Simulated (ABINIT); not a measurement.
# KBr (Fm-3m): G0W0 with ABINIT, start to end, part 2 of 2

How does a plane-wave GW calculation on KBr (Fm-3m) run from the first input to the gap?

ABINIT 10.8.3; PBE and many-body steps on it, plane waves. Known limits of the many-body steps: not at the basis limit; screening head approximate.

So far. Step 2 (Ground state): The gap is direct, at Γ. Step 3 (Bands along the symmetry lines): The gap is 4.274 eV, as in the run before at this level.

### 4. Empty states on the mesh, 4×4×4 mesh, 158 bands

Level of this step: DFT, PBE with spin-orbit coupling, plane waves, norm-conserving pseudopotentials (ABINIT).

The sums over transitions need many empty states on a uniform mesh; this step solves for them.

Input file run.abi:

```
acell 3*1.0 Angstrom
rprim 
  0.000000000000 3.300000000000 3.300000000000
  3.300000000000 0.000000000000 3.300000000000
  3.300000000000 3.300000000000 0.000000000000
ntypat 2
znucl 19 35
natom 2
typat 1 2
xred 
  0.000000000000 0.000000000000 0.000000000000
  0.500000000000 0.500000000000 0.500000000000
pp_dirpath "pseudos"
pseudos "K.upf, Br.upf"
ecut 33
nspinor 2
ngkpt 4 4 4
nshiftk 1
shiftk 0 0 0
kptopt 1
chksymbreak 0
iscf -2
irdden 1
istwfk *1
nband 158
nbdbuf 14
tolwfr 1e-09
nstep 60
prtvol 0
indata_prefix "in"
outdata_prefix "out"
tmpdata_prefix "tmp"
```

On the command line:

```console
> OMP_NUM_THREADS=1 mpirun -n 8 abinit run.abi > log
```

Numbers of over 12 decimals in the logs are rounded to 6 here.

Log:

```text
.Version 10.8.3 of ABINIT. v10.8.2 released Aug 2026.

 Symmetries : space group Fm -3 m (#225); Bravais cF (face-center cubic)
[... echo of the input left out ...]
== DATASET  1 ==================================================================
-   mpi_nproc: 8, omp_nthreads: 1 (-1 if OMP is not activated)

--- !DatasetInfo
iteration_state: {dtset: 1, }
dimensions: {natom: 2, nkpt: 8, mband: 158, nsppol: 1, nspinor: 2, nspden: 1, mpw: 4477, }
cutoff_energies: {ecut:  33.0, pawecutdg:  -1.0, }
electrons: {nelect:   1.60000000E+01, charge:   0.00000000E+00, occopt:   1.00000000E+00, tsmear:   1.00000000E-02, }

 Real(R)+Recip(G) space primitive vectors, cartesian coordinates (Bohr,Bohr^-1):
 R(1)=  0.0000000  6.2360962  6.2360962  G(1)= -0.0801784  0.0801784  0.0801784
 R(2)=  6.2360962  0.0000000  6.2360962  G(2)=  0.0801784 -0.0801784  0.0801784
 R(3)=  6.2360962  6.2360962  0.0000000  G(3)=  0.0801784  0.0801784 -0.0801784
 Unit cell volume ucvol=  4.8502979E+02 bohr^3
 Angles (23,13,12)=  6.00000000E+01  6.00000000E+01  6.00000000E+01 degrees

 getcut: wavevector=  0.0000  0.0000  0.0000  ngfft=  48  48  48
         ecut(hartree)=     33.000   => boxcut(ratio)=   2.10471

--- Pseudopotential description ------------------------------------------------
- K Generated using ONCVPSP code by D. R. Hamann
- 19.00000   9.00000  180418                  znucl, zion, pspdat
12 -101130 2 -1 2222                          pspcod,pspxc,lmax,lloc,mmax
     nproj     2     3     2     0
     spin-orbit psp
        nprojso     3     4     0
  pspatm : epsatm=    8.42858871
         --- l  ekb(1:nproj) -->
             0    0.806288   10.869902
             1    4.378793    0.553430    0.000047
             2   -3.405517   -1.029007
  spin-orbit 1    0.035097   -0.028470    0.003405
  spin-orbit 2    0.002517    0.000596   -0.000210   -0.000061
 pspatm: atomic psp has been read  and splines computed

- Br Generated using ONCVPSP code by D. R. Hamann
- 35.00000   7.00000  180423                  znucl, zion, pspdat
12 -101130 2 -1 1110                          pspcod,pspxc,lmax,lloc,mmax
     nproj     2     3     3     0
     spin-orbit psp
        nprojso     4     4     0
  pspatm : epsatm=   11.65225461
         --- l  ekb(1:nproj) -->
             0    0.878030    8.455347
             1    5.296960    0.884184    0.010490
             2    2.601663    0.386433    0.000588
  spin-orbit 1    0.408712   -0.253934    0.061012   -0.000372
  spin-orbit 2    0.108928   -0.011508    0.005488   -0.000068
 pspatm: atomic psp has been read  and splines computed

--------------------------------------------------------------------------------

================================================================================
 prteigrs : about to open file out_EIG
 Non-SCF case, kpt    1 (  0.00000  0.00000  0.00000), residuals and eigenvalues=
  4.87E-10  6.22E-10  1.91E-10  3.77E-10  5.51E-10  6.41E-10  2.89E-10  3.72E-10
  5.23E-10  8.29E-10  2.77E-10  4.10E-10  1.50E-10  1.90E-10  3.21E-10  5.81E-10
  4.13E-10  7.23E-10  1.29E-10  1.98E-10  5.71E-10  9.15E-10  1.14E-10  8.67E-10
[...]
1.55E-07  5.20E-07  1.24E-06  1.87E-06  5.46E-06  1.17E-03
 -1.0210E+00 -1.0210E+00 -4.5187E-01 -4.5187E-01 -4.2038E-01 -4.2038E-01
 -4.1061E-01 -4.1061E-01 -4.1061E-01 -4.1061E-01 -1.2540E-02 -1.2540E-02
[...]
2.0800E+00  2.0803E+00  2.0865E+00  2.0865E+00  2.0865E+00  2.0865E+00
  2.0865E+00  2.0878E+00
 prteigrs : prtvol=0 or 1, do not print more k-points.

--- !ResultsGS
iteration_state: {dtset: 1, }
comment   : Summary of ground state results
lattice_vectors:
- [  0.0000000,   6.2360962,   6.2360962, ]
- [  6.2360962,   0.0000000,   6.2360962, ]
- [  6.2360962,   6.2360962,   0.0000000, ]
lattice_lengths: [   8.81917,    8.81917,    8.81917, ]
lattice_angles: [ 60.000,  60.000,  60.000, ] # degrees, (23, 13, 12)
lattice_volume:   4.8502979E+02
convergence: {deltae:  0.000E+00, res2:  0.000E+00, residm:  9.984E-10, diffor:  0.000E+00, }
etotal    :  -4.59173479E+01
entropy   :   0.00000000E+00
fermie    :   5.63787443E-03
cartesian_stress_tensor: null
pressure_GPa: null
xred      :
- [  0.0000E+00,   0.0000E+00,   0.0000E+00,  K]
- [  5.0000E-01,   5.0000E-01,   5.0000E-01, Br]
cartesian_forces: null
force_length_stats: {min: null, max: null, mean: null, }

 Integrated electronic density in atomic spheres:
 ------------------------------------------------
 Atom  Sphere_radius  Integrated_density
    1        2.00000          6.94457766
    2        2.00000          4.26090112
================================================================================

 ----iterations are completed or convergence reached----

 Mean square residual over all n,k,spin=   46.326E-11; max=  99.836E-11
 reduced coordinates (array xred) for    2 atoms
       0.000000000000      0.000000000000      0.000000000000
       0.500000000000      0.500000000000      0.500000000000

 cartesian coordinates (angstrom) at end:
    1      0.000000     0.000000     0.000000
    2      3.300000     3.300000     3.300000
 length scales=  1.889726125908  1.889726125908  1.889726125908 bohr
              =  1.000000000000  1.000000000000  1.000000000000 angstroms
 prteigrs : about to open file out_EIG
 Eigenvalues (hartree) for nkpt=   8  k points:
 kpt#   1, nband=158, wtk=  0.01563, kpt=  0.0000  0.0000  0.0000 (reduced coord)
[...]
1.92947    1.92947    1.93594    1.93594    1.93594    1.93594    1.97204    1.97204
   1.97204    1.97204    2.07767    2.07767    2.07768    2.07801    2.07997    2.08025
   2.08647    2.08647    2.08648    2.08648    2.08648    2.08779
 prteigrs : prtvol=0 or 1, do not print more k-points.

== END DATASET(S) ==============================================================
================================================================================

 -outvars: echo values of variables after computation  --------
            nband         158
             nkpt           8
          spgroup         225
 [... the other variables as echoed above ...]

 Calculation completed.
```

The job ended after 70 s (8 MPI ranks of Arm Neoverse V1, shared host; peak memory 0.84 GiB; 9.3 min of CPU time).

This step gave:

| Quantity | Value |
| --- | --- |
| gap | 4.274 eV |
| k of the valence top | 0, 0, 0 |
| k of the conduction bottom | 0, 0, 0 |
| least direct gap | 4.274 eV |
| k points computed | 8 |
| lowest point of the top converged band, above the valence top | 48.73 eV |

On this mesh the gap is 4.274 eV.

### 5. Screening, 4×4×4 mesh, 144 bands, screening to 119.7 eV

The RPA dielectric matrix is built and inverted for each q.

This step: RPA screening on PBE with spin-orbit coupling, plane waves, norm-conserving pseudopotentials.

run.abi, as its differences from that of step 4:

```diff
@@ -21,10 +21,11 @@
 chksymbreak 0
-iscf -2
-irdden 1
 istwfk *1
-nband 158
-nbdbuf 14
-tolwfr 1e-09
-nstep 60
-prtvol 0
+occopt 1
+irdwfk 1
+optdriver 3
+nband 144
+ecuteps 4.4
+inclvkb 0
+awtr 1
+symchi 1
 indata_prefix "in"
```

Log:

```text
.Version 10.8.3 of ABINIT. v10.8.2 released Aug 2026.

 Symmetries : space group Fm -3 m (#225); Bravais cF (face-center cubic)
[... echo of the input left out ...]
== DATASET  1 ==================================================================
-   mpi_nproc: 8, omp_nthreads: 1 (-1 if OMP is not activated)

--- !DatasetInfo
iteration_state: {dtset: 1, }
dimensions: {natom: 2, nkpt: 8, mband: 144, nsppol: 1, nspinor: 2, nspden: 1, mpw: 4477, }
cutoff_energies: {ecut:  33.0, pawecutdg:  -1.0, }
electrons: {nelect:   1.60000000E+01, charge:   0.00000000E+00, occopt:   1.00000000E+00, tsmear:   1.00000000E-02, }

 SCREENING: Calculation of the susceptibility and dielectric matrices

 Based on a program developped by R.W. Godby, V. Olevano, G. Onida, and L. Reining.
 Incorporated in ABINIT by V. Olevano, G.-M. Rignanese, and M. Torrent.
.Using double precision arithmetic ; gwpc =  8

[... cell and pseudopotentials left out ...]
--------------------------------------------------------------------------------

 ==== K-mesh for the wavefunctions ====
 Number of points in the irreducible wedge :     8
[... list of points left out ...]
 Together with 48 symmetry operations and time-reversal symmetry
 yields    64 points in the full Brillouin Zone.

 ==== Q-mesh for the screening function ====
 Number of points in the irreducible wedge :     8
[... list of points left out ...]
 Together with 48 symmetry operations and time-reversal symmetry
 yields    64 points in the full Brillouin Zone.

 setmesh: FFT mesh size selected  =    32x   32x   32
          total number of points  =        32768

 vcoul_init : cutoff-mode = AUXILIARY_FUNCTION
 q-points for optical limit:   1
     1)      0.000010    0.000020    0.000030

- screening: taking advantage of time-reversal symmetry
- Maximum band index for partially occupied states nbvw = 16
- Remaining bands to be divided among processors   nbcw = 128
- Number of bands treated by each node ~16

 Number of electrons calculated from density =   16.0000; Expected =   16.0000
 average of density, n =  0.032988
 r_s =    1.9343
 omega_plasma =   17.5199 [eV]

 calculating chi0 at frequencies [eV] :
  1    0.000000E+00    0.000000E+00
  2    0.000000E+00    1.751989E+01

--------------------------------------------------------------------------------
  q-point number  1        q = ( 0.000000, 0.000000, 0.000000) [r.l.u.]
--------------------------------------------------------------------------------
[... chi0 elements left out ...]
 For q-point:  0.000010 0.000020 0.000030
  dielectric constant =   2.4056
  dielectric constant without local fields =   2.9158

  Average fulfillment of the sum rule on Im[epsilon] for q-point    1 :     67.55  [%]
[... wings left out ...]
  q-point number  2        q = ( 0.250000, 0.000000, 0.000000) [r.l.u.]
--------------------------------------------------------------------------------
[... chi0 elements left out ...]
  Average fulfillment of the sum rule on Im[epsilon] for q-point    2 :     79.73  [%]

 [... 6 further q-points ...]
```

Wall time 68 s (8 MPI ranks); peak memory 3 GiB.

This step gave:

| Item | Value |
| --- | --- |
| ε∞ with local fields, on this mesh, along the program's q direction | 2.406 |
| the same without local fields | 2.916 |
| plasma frequency | 17.52 eV |
| plane waves in the screening matrix | 181 |

Local fields lower ε∞ by 17 %.

### 6. Self-energy, 4×4×4 mesh, 144 bands, screening to 119.7 eV

The self-energy is evaluated for the states that the input lists, and the levels follow from it, in one-shot runs by the linearised quasiparticle equation.

This step: G0W0 on PBE with spin-orbit coupling, plane waves, norm-conserving pseudopotentials.

run.abi, as its differences from that of step 5:

```diff
@@ -24,8 +24,15 @@
 irdwfk 1
-optdriver 3
+optdriver 4
 nband 144
+gwcalctyp 0
+ecutsigx 33
+symsigma 0
+nkptgw 1
+kptgw 
+  0.0000000000 0.0000000000 0.0000000000
+bdgw 
+  13 22
 ecuteps 4.4
-inclvkb 0
-awtr 1
-symchi 1
+irdscr 1
+ppmodel 1
 indata_prefix "in"
```

Log:

```text
.Version 10.8.3 of ABINIT. v10.8.2 released Aug 2026.

 Symmetries : space group Fm -3 m (#225); Bravais cF (face-center cubic)
[... echo of the input left out ...]
== DATASET  1 ==================================================================
-   mpi_nproc: 8, omp_nthreads: 1 (-1 if OMP is not activated)

--- !DatasetInfo
iteration_state: {dtset: 1, }
dimensions: {natom: 2, nkpt: 8, mband: 144, nsppol: 1, nspinor: 2, nspden: 1, mpw: 4477, }
cutoff_energies: {ecut:  33.0, pawecutdg:  -1.0, }
electrons: {nelect:   1.60000000E+01, charge:   0.00000000E+00, occopt:   1.00000000E+00, tsmear:   1.00000000E-02, }

 SIGMA: Calculation of the GW corrections

 Based on a program developped by R.W. Godby, V. Olevano, G. Onida, and L. Reining.
 Incorporated in ABINIT by V. Olevano, G.-M. Rignanese, and M. Torrent.
.Using double precision arithmetic ; gwpc =  8

[... cell and pseudopotentials left out ...]
--------------------------------------------------------------------------------

 ==== K-mesh for the wavefunctions ====
 Number of points in the irreducible wedge :     8
[... list of points left out ...]
 Together with 48 symmetry operations and time-reversal symmetry
 yields    64 points in the full Brillouin Zone.

 ==== Q-mesh for screening function ====
 Number of points in the irreducible wedge :     8
[... list of points left out ...]
 Together with 48 symmetry operations and time-reversal symmetry
 yields    64 points in the full Brillouin Zone.

 vcoul_init : cutoff-mode = AUXILIARY_FUNCTION
 q-points for optical limit:   1
     1)      0.000010    0.000020    0.000030
 setmesh: FFT mesh size selected  =    45x   45x   45
          total number of points  =        91125

 Number of electrons calculated from density =   16.0000; Expected =   16.0000
 average of density, n =  0.032988
 r_s =    1.9343
 omega_plasma =   17.5199 [eV]

 === KS Band Gaps ===
  >>>> For spin  1
   Minimum direct gap =   4.2745 [eV], located at k-point      :   0.0000  0.0000  0.0000
   Fundamental gap    =   4.2745 [eV], Top of valence bands at :   0.0000  0.0000  0.0000
                                       Bottom of conduction at :   0.0000  0.0000  0.0000
 SIGMA fundamental parameters:
 PLASMON POLE MODEL  1
 number of plane-waves for SigmaX                 4477
 number of plane-waves for SigmaC and W            181
 number of plane-waves for wavefunctions          4477
 number of bands                                   144
 number of independent spin polarizations            1
 number of spinorial components                      2
 number of k-points in IBZ                           8
 number of q-points in IBZ                           8
 number of symmetry operations                      48
 number of k-points in BZ                           64
 number of q-points in BZ                           64
 number of frequencies for dSigma/dE                 9
 frequency step for dSigma/dE [eV]                0.25
 number of omega for Sigma on real axis              0
 max omega for Sigma on real axis  [eV]           0.00
 zcut for avoiding poles [eV]                     0.10

 EPSILON^-1 parameters (SCR file):
 dimension of the eps^-1 matrix on file            181
 dimension of the eps^-1 matrix used               181
 number of plane-waves for wavefunctions          4477
 number of bands                                   144
 number of q-points in IBZ                           8
 number of frequencies                               2
 number of real frequencies                          1
 number of imag frequencies                          1

 matrix elements of self-energy operator (all in [eV])

 Perturbative Calculation

--- !SelfEnergy_ee
iteration_state: {dtset: 1, }
kpoint     : [   0.000,    0.000,    0.000, ]
spin       : 1
KS_gap     :    4.275
QP_gap     :    6.565
Delta_QP_KS:    2.291
data: !SigmaeeData |
     Band     E0 <VxcDFT>   SigX SigC(E0)      Z dSigC/dE  Sig(E)    E-E0       E
       13   0.153 -12.708 -16.480   1.876   0.820  -0.220 -14.263  -1.555  -1.401
       14   0.153 -12.708 -16.472   1.874   0.820  -0.220 -14.258  -1.550  -1.396
       15   0.153 -12.708 -16.473   1.874   0.820  -0.220 -14.259  -1.550  -1.397
       16   0.153 -12.708 -16.469   1.873   0.820  -0.220 -14.256  -1.548  -1.395
       17   4.428  -6.663  -3.092  -2.715   0.868  -0.152  -5.920   0.742   5.170
       18   4.428  -6.663  -3.092  -2.715   0.868  -0.152  -5.920   0.742   5.170
       19   7.596  -8.412  -3.760  -2.818   0.863  -0.159  -6.830   1.582   9.178
       20   7.596  -8.412  -3.760  -2.818   0.863  -0.159  -6.830   1.582   9.178
       21   7.596  -8.412  -3.759  -2.819   0.863  -0.159  -6.830   1.582   9.178
       22   7.596  -8.412  -3.759  -2.819   0.863  -0.159  -6.830   1.582   9.178

== END DATASET(S) ==============================================================
================================================================================

 -outvars: echo values of variables after computation  --------
           etotal      0.0000000000E+00
            nband         144
             nkpt           8
          spgroup         225
 [... the other variables as echoed above ...]

 Calculation completed.
```

Wall time 54 s (8 MPI ranks); peak memory 2.4 GiB.

This step gave:

```
G0W0 gap on the points computed              : 6.565 eV
starting gap on the mesh                     : 4.274 eV
k of the valence top                         : 0, 0, 0
k of the conduction bottom                   : 0, 0, 0
Z at the valence top                         : 0.82
Z at the conduction bottom                   : 0.868
least direct G0W0 gap on the computed points : 6.565 eV
```

The gap on the mesh goes from 4.27 eV to 6.56 eV, a correction of +2.29 eV.

Limits: finite bands, cutoff and mesh; screening head approximate. v1 is the top filled band, c1 the lowest empty one. The levels before and after the correction (eV, zero at the valence-band top of each column):

```
           conduction bottom  valence top
Kohn-Sham               4.27         0.00
     G0W0               6.57         0.00
```

|  | level | energy (eV) |
| --- | --- | --- |
| Kohn-Sham | Γ v4 | 0.000 |
| Kohn-Sham | Γ v3-v1 | 0.000 |
| Kohn-Sham | Γ c1-c2 | 4.274 |
| Kohn-Sham | Γ c3-c6 | 7.443 |
| G0W0 | Γ v4 | -0.006 |
| G0W0 | Γ v3-v1 | -0.001 |
| G0W0 | Γ c1-c2 | 6.565 |
| G0W0 | Γ c3-c6 | 10.573 |

### 7. Where the time went

Times are wall times on 8 MPI ranks of Arm Neoverse V1, shared host, good to a factor of about two.

```
                          step  time  share  memory (GiB)
                  ground state  15 s    6 %          0.67
bands along the symmetry lines  45 s   18 %          0.65
      empty states on the mesh  70 s   28 %          0.84
                     screening  68 s   27 %           3.0
                   self-energy  54 s   22 %           2.4
```

### 8. What came out

- PBE gap: 4.27 eV, direct
- G0W0 gap on the mesh: 6.56 eV
- GW settings: 4×4×4 mesh, 144 bands, screening to 119.7 eV, Godby-Needs plasmon pole
- known limits: not at the basis limit; screening head approximate

**Reading.** G0W0 moves the gap on the mesh from 4.27 eV to 6.56 eV (+2.29 eV), with Z of 0.82 and 0.87 at the edges. Local fields lower the RPA ε∞ on this mesh from 2.92 to 2.41. Only 1 of the mesh's irreducible points was corrected, so a valley elsewhere could overtake. Bands and cutoff are finite, so the gap is not at the basis limit. The miss can reach some tenths of an eV and take either sign; the mesh is an error of its own. In the G0W0 run levels were corrected at 1 k point alone, so a gap called «on the mesh» is the least over those, and an edge elsewhere would be missed. The long-wavelength limit of the screening leaves out the non-local commutator, which shifts ε∞.

[Paths, hosts, dates, memory and timing lines, banners, echoed tables and standing remarks are left out of the program output.]

[Logs are printed without paths, hosts, clocks, repeated set-up lines and the standing remarks that a program may print on its own settings, such as how far it seeks lower states.]

[Runs of the session that timed out or met a known fault of the program may be left out.]

[Hosts, paths, dates, database ids (printed as entryN), source tags and the programs' standing remarks are cut or masked in the printed files.]

[G0W0 gaps are taken among the corrected bands and points alone; a level outside them can change the order at an edge.]

[Where Ansatz stands beside ABINIT at settings called matched, ABINIT's density can come from a denser mesh and the files from another edition; pairs whose starting gaps differed by over 0.03 eV were left out, so agreement reads better than it is.]
